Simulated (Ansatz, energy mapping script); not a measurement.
# GaCo: exchange couplings from total energies, part 3 of 3

How strongly do the moments of GaCo couple under PBE+U+J (2.1 eV, J 0.7 eV, AMF)? The plan is to run several orders and fit a Heisenberg model.

PBE with U = 2.1 eV, J = 0.7 eV on Co d, around mean field, ortho-atomic projectors; plane waves, U on orthogonalised atomic orbitals unless named otherwise, collinear spin, no spin–orbit coupling.

So far. Step 10 (Run 8 (uncompensated ++−; cell D, 6 atoms)): The run ends ferromagnetic, not as typed: a moment turned or collapsed in the SCF or in the program's search for a lower state. Step 11 (Parallel start in cell E (6 atoms)): The run ends ferromagnetic. For each magnetic atom its energy differs from the parallel run of the first cell by 0.16 meV, an error that one common reference would have brought in.

## 12. Uncompensated ++− start in cell E (6 atoms)

This order reverses 1.33 of the 6 neighbours at 2.88 Å and 5.33 of the 12 neighbours at 4.07 Å, counted for an average magnetic atom.

Contents of input.yaml:

```yaml
crystal:
  lattice:
    - [2.878, 0.0, 0.0]
    - [0.0, 2.878, 0.0]
    - [0.0, 0.0, 8.634]
  atoms:
    - { symbol: Ga, position: [0.5, 0.5, 0.166666667] }
    - { symbol: Ga, position: [0.5, 0.5, 0.5] }
    - { symbol: Ga, position: [0.5, 0.5, 0.833333333] }
    - { symbol: Co, position: [0.0, 0.0, 0.0], spin: 2.0 }
    - { symbol: Co, position: [0.0, 0.0, 0.333333333], spin: 2.0 }
    - { symbol: Co, position: [0.0, 0.0, 0.666666667], spin: -2.0 }
magnetization:
  spin_polarized: true
kpoints:
  mp_grid: { grid: [13, 13, 5] }
hamiltonian:
  xc: pbe
  hubbard:
    sites:
      - { species: Co, l: d, u: 2.1, j: 0.7 }
      - { site: 3, l: d, u: 2.1, j: 0.7, starting_ns: [{ spin: up, occupation_matrix: co2_major }, { spin: down, occupation_matrix: co2_minor }] }
      - { site: 4, l: d, u: 2.1, j: 0.7, starting_ns: [{ spin: up, occupation_matrix: co2_major }, { spin: down, occupation_matrix: co2_minor }] }
      - { site: 5, l: d, u: 2.1, j: 0.7, starting_ns: [{ spin: up, occupation_matrix: co2_minor }, { spin: down, occupation_matrix: co2_major }] }
    double_counting: amf
    projectors: ortho-atomic
    occupation_matrices:
      co2_major:
        matrix:
          - [0.857, 0.0, 0.0, 0.0, 0.0]
          - [0.0, 0.852, 0.0, 0.0, 0.0]
          - [0.0, 0.0, 0.852, 0.0, 0.0]
          - [0.0, 0.0, 0.0, 0.857, 0.0]
          - [0.0, 0.0, 0.0, 0.0, 0.852]
      co2_minor:
        matrix:
          - [0.61, 0.0, 0.0, 0.0, 0.0]
          - [0.0, 0.867, 0.0, 0.0, 0.0]
          - [0.0, 0.0, 0.867, 0.0, 0.0]
          - [0.0, 0.0, 0.0, 0.61, 0.0]
          - [0.0, 0.0, 0.0, 0.0, 0.867]
scf:
  occupations: { method: fermi_dirac, width: 0.1 }
output:
  eigenvalues: true
```

Started as:

```console
> ansatz run input.yaml --threads 4 --pin off --max-ram 8192MiB --backend cpu --events-out ev --progress --plain --runs-dir out
```

Numbers of over 12 decimals in the logs are rounded to 6 here.

Log:

```text
[...]
Crystal: 6 atoms, lattice volume = 71.514 Å³
Basis set: ecut = 420 eV, 1393 PW (Γ)
Bands: 58, of which v1, the nominal top of the filled ones, is band 45 counted from 1 (44 counted from 0)
Symmetry: 16 space group operations
[...]
k-points: 84 of 845
[...]
Starting moments: Σ|m| = 6 μB on 3 of 6 sites
[...]
k-point 1 ↑: bands = [... 41 lower, 16.0432, 16.0432, 16.1330, 16.1358, 16.9443, 17.7345, 21.4300, 22.2435, ... 9 higher]
  k-point 2 ↑: bands = [... 41 lower, 15.8968, 15.9474, 16.1330, 16.1358, 16.9288, 18.7023, 20.0670, 22.6711, ... 9 higher]
  k-point 83 ↓: bands = [... 41 lower, 16.6501, 16.7977, 17.0165, 17.5553, 17.6395, 17.7112, 19.0086, 19.1310, ... 9 higher]
Occupation matrices written to <dir>
[key lines of the parts left out:]
SCF converged after 24 iterations
Magnetization: 0.3832 μB (45.1916 up, 44.8084 down)
Free energy (F): -26729.255792 eV
Fermi energy:    16.808422 eV
```

Elapsed: 19 s, on 4 threads of Arm Neoverse V2, shared host; peak memory 0.86 GiB; 73 s of CPU time.

The run ends ferrimagnetic, 8.34 meV a magnetic atom below the parallel order of its cell (energies taken at zero occupation width, not the printed F).

## 13. From energies to couplings

Each energy difference is a sum of couplings weighted by the pairs that the order reverses. A few near shells are fitted to the differences by least squares. Energies are those extrapolated to zero occupation width, not the free energies F.

The orders side by side; each is measured from the parallel order in the same cell and on the same mesh:

```
                                                   order  atoms  energy (meV a magnetic atom)  moments (μB)  moments kept as typed  opposed neighbours at 2.88, 4.07 Å
                                      parallel in cell A      4                          0.00          0.44                    yes                                0, 0
    compensated +− in cell A (typed; ended non-magnetic)      4                         20.24          0.00                     no                                6, 0
                                      parallel in cell B      4                          0.00          0.44                    yes                                0, 0
                                compensated +− in cell B      4                        -19.19          0.53                    yes                                2, 8
                                      parallel in cell C      4                          0.00          0.44                    yes                                0, 0
                                compensated +− in cell C      4                        -13.31          0.50                    yes                                4, 8
                                      parallel in cell D      6                          0.00          0.44                    yes                                0, 0
uncompensated ++− in cell D (typed; ended ferromagnetic)      6                          0.00          0.44                     no                                4, 4
                                      parallel in cell E      6                          0.00          0.44                    yes                                0, 0
                             uncompensated ++− in cell E      6                         -8.34  0.48 to 0.50                    yes                          1.33, 5.33
```

Fitted to E = −Σ J e·e over ordered pairs of unit vectors (J > 0 favours parallel moments):

```
 pair  distance (Å)  neighbours  J (meV)
Co–Co          2.88           6    0.956
Co–Co          4.07          12    -1.31
```

These orders cannot tell some unfitted shells from fitted ones: the value at 2.88 Å holds J(2.88) − 4 J(4.98) and the value at 4.07 Å holds J(4.07) + 2 J(4.98); other unfitted shells add to the values wholly or in part. No temperature is drawn.

Adding the shell at 5.76 Å gives 1.5, -1.6 and 1.7 meV, an exact solve that tests nothing.

Limits of this fit: moments change by up to 20 % between orders; it misses the energies by up to 3.1 meV, so no temperature is drawn; some orders lost their moments or signs, so no temperature is drawn from a model of fixed moments; one more shell would shift couplings by over a fifth of the largest; 2 of the orders did not finish or lost their signs.

## 14. Summary of results

| Item | Value |
| --- | --- |
| lowest order tried | compensated +− in cell B |
| largest fitted value (a combination of shells), Co–Co at 4.07 Å | -1.31 meV |

Of the orders tried, GaCo prefers the order “compensated +− in cell B” under PBE+U+J (2.1 eV, J 0.7 eV, AMF), with 2 of 6 neighbours at 2.88 Å and 8 of 12 neighbours at 4.07 Å opposed. The largest fitted value is -1.3 meV, at 4.07 Å. It is a combination of shells that these orders cannot split, so neither its size nor its sign can be laid on that pair alone. The orders also reverse pairs at 4.98 and 5.76 Å, which are not fitted, so the fitted values hold their part too. With 3 differences for 2 couplings the fit misses by 3.1 meV at most, which is not small: farther shells, terms beyond the Heisenberg form or the mesh can cause that. Taking in the shell at 5.76 Å as well gives 1.5, -1.6 and 1.7 meV. That shift shows how loosely these orders fix the split between shells; the shorter fit, which has an equation to spare, is the one used. In the fitted orders moments change by up to 20 % against the parallel run of the same cell, so a model of fixed spins is doubtful here. Orders that lost their signs are left out of the fit. Every order is gapless on its mesh at this level. In a metal exchange reaches farther, and a short model of fixed moments is less apt. With a near shell that the orders cannot separate, no temperature is given. Some orders lost their moments or signs, so a model of fixed moments fits this crystal badly and no temperature is given.

[Logs and program files are shortened in this print: banners, set-up blocks, solver, clock and traceback lines can be left out without a mark of their own.]

[Logs are printed without paths, hosts, clocks, repeated set-up lines and the standing remarks that a program may print on its own settings, such as how far it seeks lower states.]

[Hosts, paths, dates, database ids (printed as entryN), source tags and the programs' standing remarks are cut or masked in the printed files.]

[Where a cell is said to come from a database of computed structures, the database is the Materials Project.]
